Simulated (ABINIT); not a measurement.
# Quasiparticle gap of BiOBr (P4/nmm) in ABINIT, part 3 of 3

Aim: the G0W0 gap of BiOBr (P4/nmm) on PBEsol, step by step.

ABINIT 10.8.3; PBEsol and many-body steps on it, plane waves. Known limits of the many-body steps: not at the basis limit; no spin-orbit coupling; coarse k mesh.

So far. Step 3 (Bands along the symmetry lines): The gap is 2.096 eV, −0.054 eV from the run before at this level. Step 4 (Empty states on the mesh, 4×4×2 mesh, 359 bands): On this mesh the gap is 2.211 eV. The earlier step found 2.150 eV, so this mesh misses an edge.

The database entry behind the starting cell differs from later determinations by our own check (0.1 to 0.3 % short, probably kX units), so it need not match the best structure at ambient conditions.

## (5) Screening, 4×4×2 mesh, 160 bands, screening to 114.3 eV

The RPA dielectric matrix is built and inverted for each q.

This step: RPA screening on PBEsol, plane waves, norm-conserving pseudopotentials.

Input file run.abi:

```
acell 3*1.0 Angstrom
rprim 
  3.916000000000 0.000000000000 0.000000000000
  0.000000000000 3.916000000000 0.000000000000
  0.000000000000 0.000000000000 8.077000000000
ntypat 3
znucl 83 35 8
natom 6
typat 1 1 2 2 3 3
xred 
  0.000000000000 0.500000000000 0.154000000000
  0.500000000000 0.000000000000 0.846000000000
  0.000000000000 0.500000000000 0.653000000000
  0.500000000000 0.000000000000 0.347000000000
  0.000000000000 0.000000000000 0.000000000000
  0.500000000000 0.500000000000 0.000000000000
pp_dirpath "pseudos"
pseudos "Bi.upf, Br.upf, O.upf"
ecut 42
ngkpt 4 4 2
nshiftk 1
shiftk 0 0 0
kptopt 1
chksymbreak 0
istwfk *1
occopt 1
irdwfk 1
optdriver 3
nband 160
ecuteps 4.2
inclvkb 2
awtr 1
symchi 1
indata_prefix "in"
outdata_prefix "out"
tmpdata_prefix "tmp"
```

Command:

```sh
$ OMP_NUM_THREADS=1 mpirun -n 8 abinit run.abi > log
```

Numbers of over 12 decimals in the logs are rounded to 6 here.

The program printed:

```text
.Version 10.8.3 of ABINIT. v10.8.2 released Aug 2026.

 Symmetries : space group P4/n m m (#129); Bravais tP (primitive tetrag.)
[... echo of the input left out ...]
== DATASET  1 ==================================================================
-   mpi_nproc: 8, omp_nthreads: 1 (-1 if OMP is not activated)

--- !DatasetInfo
iteration_state: {dtset: 1, }
dimensions: {natom: 6, nkpt: 12, mband: 160, nsppol: 1, nspinor: 1, nspden: 1, mpw: 10904, }
cutoff_energies: {ecut:  42.0, pawecutdg:  -1.0, }
electrons: {nelect:   9.20000000E+01, charge:   0.00000000E+00, occopt:   1.00000000E+00, tsmear:   1.00000000E-02, }

 SCREENING: Calculation of the susceptibility and dielectric matrices

 Based on a program developped by R.W. Godby, V. Olevano, G. Onida, and L. Reining.
 Incorporated in ABINIT by V. Olevano, G.-M. Rignanese, and M. Torrent.
.Using double precision arithmetic ; gwpc =  8

[... cell and pseudopotentials left out ...]
--------------------------------------------------------------------------------

 ==== K-mesh for the wavefunctions ====
 Number of points in the irreducible wedge :    12
[... list of points left out ...]
 Together with 16 symmetry operations and time-reversal symmetry
 yields    32 points in the full Brillouin Zone.

 ==== Q-mesh for the screening function ====
 Number of points in the irreducible wedge :    12
[... list of points left out ...]
 Together with 16 symmetry operations and time-reversal symmetry
 yields    32 points in the full Brillouin Zone.

 setmesh: FFT mesh size selected  =    30x   30x   60
          total number of points  =        54000

 vcoul_init : cutoff-mode = AUXILIARY_FUNCTION
 q-points for optical limit:   1
     1)      0.000010    0.000020    0.000030

- screening: taking advantage of time-reversal symmetry
- Maximum band index for partially occupied states nbvw = 46
- Remaining bands to be divided among processors   nbcw = 114
- Number of bands treated by each node ~14

 Number of electrons calculated from density =   92.0000; Expected =   92.0000
 average of density, n =  0.110067
 r_s =    1.2944
 omega_plasma =   32.0025 [eV]

 calculating chi0 at frequencies [eV] :
  1    0.000000E+00    0.000000E+00
  2    0.000000E+00    3.200247E+01

--------------------------------------------------------------------------------
  q-point number  1        q = ( 0.000000, 0.000000, 0.000000) [r.l.u.]
--------------------------------------------------------------------------------
[... chi0 elements left out ...]
 For q-point:  0.000010 0.000020 0.000030
  dielectric constant =   6.7701
  dielectric constant without local fields =   7.7281

  Average fulfillment of the sum rule on Im[epsilon] for q-point    1 :     53.66  [%]
[... wings left out ...]
  q-point number  2        q = ( 0.250000, 0.000000, 0.000000) [r.l.u.]
--------------------------------------------------------------------------------
[... chi0 elements left out ...]
  Average fulfillment of the sum rule on Im[epsilon] for q-point    2 :     60.20  [%]

 [... 10 further q-points ...]
```

Wall time 7.6 min (8 MPI ranks of Intel Xeon Platinum 8488C (Sapphire Rapids), shared host); peak memory 6.7 GiB; 61 min of CPU time.

This step gave:

```
ε∞ with local fields, on this mesh, along the program's q direction : 6.770
the same without local fields                                       : 7.728
plasma frequency                                                    : 32.00 eV
plane waves in the screening matrix                                 : 347
```

Local fields lower ε∞ by 12 %. On a Γ-centred mesh this coarse the value itself is usually too large, while a short band sum pulls it down.

## (6) Self-energy, 4×4×2 mesh, 160 bands, screening to 114.3 eV

The self-energy is evaluated for the states that the input lists, and the levels follow from it, in one-shot runs by the linearised quasiparticle equation.

This step: G0W0 on PBEsol, plane waves, norm-conserving pseudopotentials.

Changes to run.abi since step 5:

```diff
@@ -27,8 +27,19 @@
 irdwfk 1
-optdriver 3
+optdriver 4
 nband 160
+gwcalctyp 0
+ecutsigx 42
+symsigma 1
+nkptgw 3
+kptgw 
+  0.5000000000 0.0000000000 0.5000000000
+  0.0000000000 0.0000000000 0.5000000000
+  0.0000000000 0.0000000000 0.0000000000
+bdgw 
+  45 48
+  44 48
+  44 48
 ecuteps 4.2
-inclvkb 2
-awtr 1
-symchi 1
+irdscr 1
+ppmodel 1
 indata_prefix "in"
```

The program printed:

```text
.Version 10.8.3 of ABINIT. v10.8.2 released Aug 2026.

 Symmetries : space group P4/n m m (#129); Bravais tP (primitive tetrag.)
[... echo of the input left out ...]
== DATASET  1 ==================================================================
-   mpi_nproc: 8, omp_nthreads: 1 (-1 if OMP is not activated)

--- !DatasetInfo
iteration_state: {dtset: 1, }
dimensions: {natom: 6, nkpt: 12, mband: 160, nsppol: 1, nspinor: 1, nspden: 1, mpw: 10904, }
cutoff_energies: {ecut:  42.0, pawecutdg:  -1.0, }
electrons: {nelect:   9.20000000E+01, charge:   0.00000000E+00, occopt:   1.00000000E+00, tsmear:   1.00000000E-02, }

 SIGMA: Calculation of the GW corrections

 Based on a program developped by R.W. Godby, V. Olevano, G. Onida, and L. Reining.
 Incorporated in ABINIT by V. Olevano, G.-M. Rignanese, and M. Torrent.
.Using double precision arithmetic ; gwpc =  8

[... cell and pseudopotentials left out ...]
--------------------------------------------------------------------------------

 ==== K-mesh for the wavefunctions ====
 Number of points in the irreducible wedge :    12
[... list of points left out ...]
 Together with 16 symmetry operations and time-reversal symmetry
 yields    32 points in the full Brillouin Zone.

 ==== Q-mesh for screening function ====
 Number of points in the irreducible wedge :    12
[... list of points left out ...]
 Together with 16 symmetry operations and time-reversal symmetry
 yields    32 points in the full Brillouin Zone.

 vcoul_init : cutoff-mode = AUXILIARY_FUNCTION
 q-points for optical limit:   1
     1)      0.000010    0.000020    0.000030
 setmesh: FFT mesh size selected  =    48x   48x   96
          total number of points  =       221184

 Number of electrons calculated from density =   92.0000; Expected =   92.0000
 average of density, n =  0.110067
 r_s =    1.2944
 omega_plasma =   32.0025 [eV]

 === KS Band Gaps ===
  >>>> For spin  1
   Minimum direct gap =   2.2764 [eV], located at k-point      :   0.0000  0.0000  0.5000
   Fundamental gap    =   2.2113 [eV], Top of valence bands at :   0.5000  0.0000  0.5000
                                       Bottom of conduction at :   0.0000  0.0000  0.5000
 SIGMA fundamental parameters:
 PLASMON POLE MODEL  1
 number of plane-waves for SigmaX                10817
 number of plane-waves for SigmaC and W            347
 number of plane-waves for wavefunctions         10817
 number of bands                                   160
 number of independent spin polarizations            1
 number of spinorial components                      1
 number of k-points in IBZ                          12
 number of q-points in IBZ                          12
 number of symmetry operations                      16
 number of k-points in BZ                           32
 number of q-points in BZ                           32
 number of frequencies for dSigma/dE                 9
 frequency step for dSigma/dE [eV]                0.25
 number of omega for Sigma on real axis              0
 max omega for Sigma on real axis  [eV]           0.00
 zcut for avoiding poles [eV]                     0.10

 EPSILON^-1 parameters (SCR file):
 dimension of the eps^-1 matrix on file            347
 dimension of the eps^-1 matrix used               347
 number of plane-waves for wavefunctions         10817
 number of bands                                   160
 number of q-points in IBZ                          12
 number of frequencies                               2
 number of real frequencies                          1
 number of imag frequencies                          1

 matrix elements of self-energy operator (all in [eV])

 Perturbative Calculation

--- !SelfEnergy_ee
iteration_state: {dtset: 1, }
kpoint     : [   0.500,    0.000,    0.500, ]
spin       : 1
KS_gap     :    4.214
QP_gap     :    5.774
Delta_QP_KS:    1.560
data: !SigmaeeData |
     Band     E0 <VxcDFT>   SigX SigC(E0)      Z dSigC/dE  Sig(E)    E-E0       E
       45   5.243 -16.547 -20.523   3.012   0.801  -0.248 -17.319  -0.772   4.471
       46   5.243 -16.547 -20.523   3.012   0.801  -0.248 -17.319  -0.772   4.471
       47   9.457 -13.749  -9.799  -2.993   0.823  -0.215 -12.961   0.788  10.245
       48   9.457 -13.749  -9.799  -2.993   0.823  -0.215 -12.961   0.788  10.245

--- !SelfEnergy_ee
iteration_state: {dtset: 1, }
kpoint     : [   0.000,    0.000,    0.500, ]
spin       : 1
KS_gap     :    2.276
QP_gap     :    4.211
Delta_QP_KS:    1.935
data: !SigmaeeData |
     Band     E0 <VxcDFT>   SigX SigC(E0)      Z dSigC/dE  Sig(E)    E-E0       E
       44   4.864 -15.232 -19.927   3.095   0.806  -0.241 -16.521  -1.290   3.574
       45   4.864 -15.232 -19.927   3.095   0.806  -0.241 -16.521  -1.290   3.574
       46   5.178 -15.253 -19.583   2.752   0.813  -0.230 -16.537  -1.284   3.894
       47   7.455 -12.249  -8.489  -2.978   0.833  -0.201 -11.598   0.651   8.106
       48   7.787 -12.293  -8.241  -3.160   0.837  -0.195 -11.547   0.745   8.533

--- !SelfEnergy_ee
iteration_state: {dtset: 1, }
kpoint     : [   0.000,    0.000,    0.000, ]
spin       : 1
KS_gap     :    3.013
QP_gap     :    4.880
Delta_QP_KS:    1.867
data: !SigmaeeData |
     Band     E0 <VxcDFT>   SigX SigC(E0)      Z dSigC/dE  Sig(E)    E-E0       E
       44   4.554 -14.966 -19.510   3.080   0.804  -0.244 -16.143  -1.177   3.377
       45   4.554 -14.966 -19.510   3.080   0.804  -0.244 -16.143  -1.177   3.377
       46   4.640 -14.409 -18.347   2.550   0.814  -0.229 -15.539  -1.130   3.510
       47   7.652 -12.998  -9.052  -3.059   0.832  -0.202 -12.261   0.737   8.389
       48   8.581 -13.310  -9.736  -2.855   0.829  -0.206 -12.714   0.596   9.177

== END DATASET(S) ==============================================================
================================================================================

 -outvars: echo values of variables after computation  --------
           etotal      0.0000000000E+00
            nband         160
             nkpt          12
          spgroup         129
 [... the other variables as echoed above ...]

 Calculation completed.
```

Run time: 43 s. Hardware: 8 MPI ranks; peak memory 4.6 GiB; 5.6 min of CPU time.

This step gave:

```yaml
g0w0_gap_on_the_points_computed: 3.635 eV
starting_gap_on_the_mesh: 2.211 eV
k_of_the_valence_top: 0.5, 0, 0.5
k_of_the_conduction_bottom: 0, 0, 0.5
z_at_the_valence_top: 0.801
z_at_the_conduction_bottom: 0.833
least_direct_g0w0_gap_on_the_computed_points: 4.212 eV
```

The gap on the mesh goes from 2.21 eV to 3.63 eV, a correction of +1.42 eV. The start differs from the 2.15 eV found before because the two sample other k points.

Limits: finite bands, cutoff and mesh; no spin-orbit coupling; coarse k mesh. v1 is the top filled band, c1 the lowest empty one. Levels before and after the correction, in eV, zero at the valence-band top of each column:

|  | conduction bottom | valence top |
| --- | --- | --- |
| Kohn-Sham | 2.21 | 0.00 |
| G0W0 | 3.63 | 0.00 |

|  | level | energy (eV) |
| --- | --- | --- |
| Kohn-Sham | (0.5 0 0.5) v2-v1 | 0.000 |
| Kohn-Sham | (0.5 0 0.5) c1-c2 | 4.214 |
| Kohn-Sham | (0 0 0.5) v3-v2 | -0.379 |
| Kohn-Sham | (0 0 0.5) v1 | -0.065 |
| Kohn-Sham | (0 0 0.5) c1 | 2.211 |
| Kohn-Sham | (0 0 0.5) c2 | 2.544 |
| G0W0 | (0.5 0 0.5) v2-v1 | 0.000 |
| G0W0 | (0.5 0 0.5) c1-c2 | 5.774 |
| G0W0 | (0 0 0.5) v3-v2 | -0.897 |
| G0W0 | (0 0 0.5) v1 | -0.577 |
| G0W0 | (0 0 0.5) c1 | 3.635 |
| G0W0 | (0 0 0.5) c2 | 4.062 |

## (7) Where the time went

Times are wall times on 8 MPI ranks of Intel Xeon Platinum 8488C (Sapphire Rapids), shared host, good to a factor of about two.

| step | time | share | memory (GiB) |
| --- | --- | --- | --- |
| ground state | 3.9 min | 12 % | 1.2 |
| bands along the symmetry lines | 3.7 min | 11 % | 1.4 |
| empty states on the mesh | 17 min | 51 % | 1.4 |
| screening | 7.6 min | 23 % | 6.7 |
| self-energy | 43 s | 2 % | 4.6 |

## (8) What came out

```
PBEsol gap                           : 2.10 eV, indirect
G0W0 gap on the mesh                 : 3.63 eV
G0W0 gap over the zone (rigid shift) : 3.52 eV
GW settings                          : 4×4×2 mesh, 160 bands, screening to 114.3 eV, Godby-Needs plasmon pole
known limits                         : not at the basis limit; no spin-orbit coupling; coarse k mesh
```

**Reading.** G0W0 moves the gap on the mesh from 2.21 eV to 3.63 eV (+1.42 eV), with Z of 0.80 and 0.83 at the edges. The mesh misses the band edges by 0.12 eV in all; a rigid shift gives 3.52 eV for the zone. Local fields lower the RPA ε∞ on this mesh from 7.73 to 6.77; a Γ-centred mesh this coarse tends to raise both, most where the direct gap is narrow, while a short band sum lowers them. Only 3 of the mesh's irreducible points were corrected, so a valley elsewhere could overtake. The dearest step here is «empty states on the mesh». Bands and cutoff are finite, so the gap is not at the basis limit. The miss can reach some tenths of an eV and take either sign; the mesh is an error of its own. In the G0W0 run levels were corrected at 3 k points alone, so a gap called «on the mesh» is the least over those, and an edge elsewhere would be missed. A denser mesh or path gives a starting gap of 2.10 eV: the GW mesh misses a band edge, so its gaps are not the fundamental one. The 4×4×2 mesh is coarse for this cell, which bears on the long-range parts of exchange and screening. Where an edge is built on 6p states of lead, bismuth or thallium, scalar-relativistic gaps usually stand too wide, by a few tenths to over one eV. The many-body steps are scalar-relativistic: spin-orbit coupling is not in them.

[Paths, hosts, dates, memory and timing lines, banners, echoed tables and standing remarks are left out of the program output.]

[Logs are printed without paths, hosts, clocks, repeated set-up lines and the standing remarks that a program may print on its own settings, such as how far it seeks lower states.]

[Runs of the session that timed out or met a known fault of the program may be left out.]

[Hosts, paths, dates, database ids (printed as entryN), source tags and the programs' standing remarks are cut or masked in the printed files.]

[G0W0 gaps are taken among the corrected bands and points alone; a level outside them can change the order at an edge.]

[Where Ansatz stands beside ABINIT at settings called matched, ABINIT's density can come from a denser mesh and the files from another edition; pairs whose starting gaps differed by over 0.03 eV were left out, so agreement reads better than it is.]
